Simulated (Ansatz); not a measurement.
# YbRh (Pm-3m): from the cell to its phonons, part 3 of 3

Task: relax YbRh (Pm-3m), then find its harmonic phonons.

Ansatz 0.2.0; DFT PBEsol, scalar-relativistic, plane waves, PAW.

So far. Step 3 (Relaxing to small forces for the phonons): The forces vanish by symmetry and the pressure is -0.004 GPa, within the tolerances set. The cell now holds 18.35 Å³/atom. Step 4 (Zone-centre response): Before it was imposed, the acoustic sum rule was missed by 5.0e-5 eV/Å². Small misses are needed for a sound result but don't prove that mesh and cutoff are converged. The lowest optical mode is real, 139 cm⁻¹. The relaxed cell has a = 3.323 Å (conventional setting).

## (5) Response at finite wavevector (continued)

Interpolated from a 4×4×4 q mesh. The phonon branches at the labelled points (cm⁻¹):

```csv
point,branch 1,branch 2,branch 3,branch 4,branch 5,branch 6
Γ,0,0,0,139,139,139
halfway,45,45,82,130,130,143
X,74,74,115,115,120,145
halfway,72,76,95,120,134,147
M,71,75,75,130,149,149
halfway,54,58,112,119,126,143
Γ,0,0,0,139,139,139
halfway,73,73,101,125,134,134
R,114,114,114,125,125,125
halfway,74,95,102,112,133,146
X,74,74,115,115,120,145
jump to R,114,114,114,125,125,125
halfway,89,89,102,120,142,142
M,71,75,75,130,149,149
```

The phonon branches as a text plot (rows in cm⁻¹):

```
    146 |   ******************                     *******    ***
    140 |***        *     *   *********    *      *         **
    133 |  *                   **   *  **** **   *****     *
    127 |   **    ** ***** ****      ** *  ******     *   *   ***
    121 |     * ** **     ****                  **     **** **
    115 |      ****                    *      **************
    109 |         *        ***               *  *  *   *  * *
    102 |     *    *                   **   *    *  * *    * *
     96 |    *            *   *            **     ****      *
     90 |           *                    ***      *   *      *
     84 |   *        *   *           **  **        *          *
     78 |        ********                              **     ***
     71 |      ************    *        *           ******      *
     65 |                 ***
     59 |     *            ***      *  *
     53 |  * *               *  *
     47 |   *                 *      **
     40 |
     34 | *                    *   *
     28 |  *                    **  *
     22 |                       *
     16 |**                      * *
      9 |*
      3 |                         *
         Γ      X      M          Γ            R        X|R     M
```

The phonon density of states has structure finer than the step of the table below, so its rows give means over 5 cm⁻¹, whole bins alone (the curve runs from 1 to 149 cm⁻¹). Peaks (cm⁻¹: height): 71.0: 0.0932, 119.0: 0.132, 145.0: 0.158.

Tetrahedra on a 20×20×20 mesh, mean over bins of 2 cm-1. Interpolated from a 4×4×4 q mesh. Table of phonon density of states by wavenumber; means over each step:

```csv
wavenumber (cm⁻¹),phonon density of states (1/cm⁻¹/cell)
5,7.1e-5
10,3.9e-4
15,9.9e-4
20,0.00187
25,0.00303
30,0.00452
35,0.00638
40,0.00871
45,0.0116
50,0.0153
55,0.0204
60,0.0278
65,0.0433
70,0.0777
75,0.0627
80,0.0479
85,0.0416
90,0.0414
95,0.0458
100,0.0491
105,0.0410
110,0.0369
115,0.0478
120,0.112
125,0.0821
130,0.0666
135,0.0693
140,0.0877
145,0.125
```

The partial phonon density of states has structure finer than the step of the table below, so its rows give means over 5 cm⁻¹, whole bins alone (the curve runs from -10 to 163 cm⁻¹). Peaks (cm⁻¹: height): Rh 119.7: 0.0883, 143.7: 0.0513; Yb 70.7: 0.0596, 144.8: 0.0759.

Phonopy on the run's constants, 17x17x17 mesh, Gaussian sigma 2.0 cm-1. Interpolated from a 4×4×4 q mesh. Table of partial phonon density of states by wavenumber; means over each step; values in 1/cm⁻¹/cell:

```csv
wavenumber (cm⁻¹),Rh,Yb
-5,4.0e-6,1.0e-5
0,3.6e-5,6.0e-5
5,1.9e-5,2.9e-5
10,1.9e-4,3.2e-4
15,4.1e-4,7.0e-4
20,6.7e-4,0.00116
25,0.00122,0.00211
30,0.00162,0.00285
35,0.00246,0.00436
40,0.00286,0.00515
45,0.00447,0.00819
50,0.00522,0.00985
55,0.00690,0.0135
60,0.00912,0.0192
65,0.0132,0.0316
70,0.0180,0.0552
75,0.0185,0.0450
80,0.0167,0.0315
85,0.0167,0.0254
90,0.0186,0.0225
95,0.0224,0.0249
100,0.0220,0.0254
105,0.0186,0.0201
110,0.0201,0.0172
115,0.0474,0.0108
120,0.0842,0.0165
125,0.0643,0.0198
130,0.0437,0.0238
135,0.0389,0.0309
140,0.0440,0.0453
145,0.0458,0.0679
150,0.0117,0.0190
155,1.3e-4,1.9e-4
160,0,0
```

Second derivatives of the energy by pair, one row for each kind of neighbour of each atom listed. Each entry sums the pair over the periodic images of the supercell that the q mesh stands for, and in a polar crystal it holds the long-range dipole part too. Force constants by pair, by row:

```csv
atom,neighbour,distance (Å),third of the trace (eV/Å²),along the pair's line (eV/Å²)
Yb1,itself,0,7.098,–
Yb1,Rh,2.878,-0.5862,-1.604
Yb1,Yb,3.323,-0.3668,-1.705
Yb1,Yb,4.699,0.0118,-0.1249
Yb1,Rh,5.511,3.00e-4,0.0062
Yb1,Yb,5.756,-0.0583,-0.1639
Yb1,Yb,6.646,0.0114,-0.0156
Yb1,Rh,7.242,0.0045,0.0105
Yb1,Yb,7.43,-0.003,-0.0059
Rh2,itself,0,5.021,–
Rh2,Yb,2.878,-0.5862,-1.604
Rh2,Rh,3.323,-0.03,0.032
Rh2,Rh,4.699,-0.0297,-0.1198
Rh2,Yb,5.511,3.00e-4,0.0062
Rh2,Rh,5.756,0.0057,0.0089
Rh2,Rh,6.646,0.0421,0.066
Rh2,Yb,7.242,0.0045,0.0105
Rh2,Rh,7.43,-0.0034,-0.0034
```

Harmonic thermodynamic functions per atom, from the density of states. Interpolated from a 4×4×4 q mesh. Thermodynamic functions, by row:

```csv
T (K),F_vib (meV/atom),S (J/mol-atom/K),C_V (J/mol-atom/K)
0,19.74,0,0
50,18.72,6.475,12.37
100,12.24,18.13,20.42
200,-15.31,33.62,23.68
300,-55.53,43.38,24.37
400,-104.3,50.43,24.62
500,-159.5,55.94,24.73
600,-219.9,60.45,24.8
700,-284.6,64.28,24.84
800,-353,67.6,24.86
900,-424.6,70.53,24.88
1000,-499.1,73.15,24.89
```

Harmonic mean-square displacement, third of the trace. Interpolated from a 4×4×4 q mesh. Mean square displacements, by row:

```csv
T (K),Yb1 U_eq (Å²),Rh2 U_eq (Å²)
0,0.00112,0.00161
100,0.00245,0.00304
300,0.00676,0.00811
600,0.0134,0.01603
```

Symmetry leaves 10 wavevectors to solve. The lowest mode among them, the acoustic zeros apart, lies at q = (0, 0, 0.25) and is real, 44.8 cm⁻¹.

## (6) Summary of results

| Property | Result |
| --- | --- |
| space group after relaxation (within 0.01 Å) | Pm-3m |
| volume per atom | 18.3 Å³ |
| electronic character | no gap on this mesh |
| highest optical mode at the zone centre (no LO-TO term) | 139 cm⁻¹ |
| lowest optical zone-centre mode | 139 cm⁻¹ |
| lowest mode on the q mesh (acoustic modes at Γ apart) | 44.8 cm⁻¹ |
| highest frequency on the path or at a solved wavevector | 149 cm⁻¹ |
| zero-point energy per atom | 19.7 meV |
| heat capacity at 300 K | 24.4 J/(mol atoms K) |
| vibrational entropy at 300 K | 43.4 J/(mol atoms K) |
| Debye temperature (second moment) | 205 K |
| imaginary modes on the 4×4×4 q mesh | none |

In words: The structure is a minimum as far as tested: no mode is imaginary at the 10 irreducible wavevectors of the 4×4×4 mesh, and the softest away from the acoustic zeros lies at 45 cm⁻¹. The optical modes at Γ form one degenerate level at 139 cm⁻¹. With no gap, or one that is small against the smearing, the frequencies hang on the k mesh and the smearing, most of all near Kohn anomalies. The phonon runs are without spin polarisation, although the cell has an odd electron count. The 4f shell is treated without a U, so valence and screening may be off. Spin-orbit coupling is left out, which can matter for the heavy elements here. These are harmonic frequencies at zero temperature: anharmonic shifts, linewidths and thermal expansion are left out.

[Logs are printed without paths, hosts, clocks, repeated set-up lines and the standing remarks that a program may print on its own settings, such as how far it seeks lower states.]

[Hosts, paths, dates, database ids (printed as entryN), source tags and the programs' standing remarks are cut or masked in the printed files.]
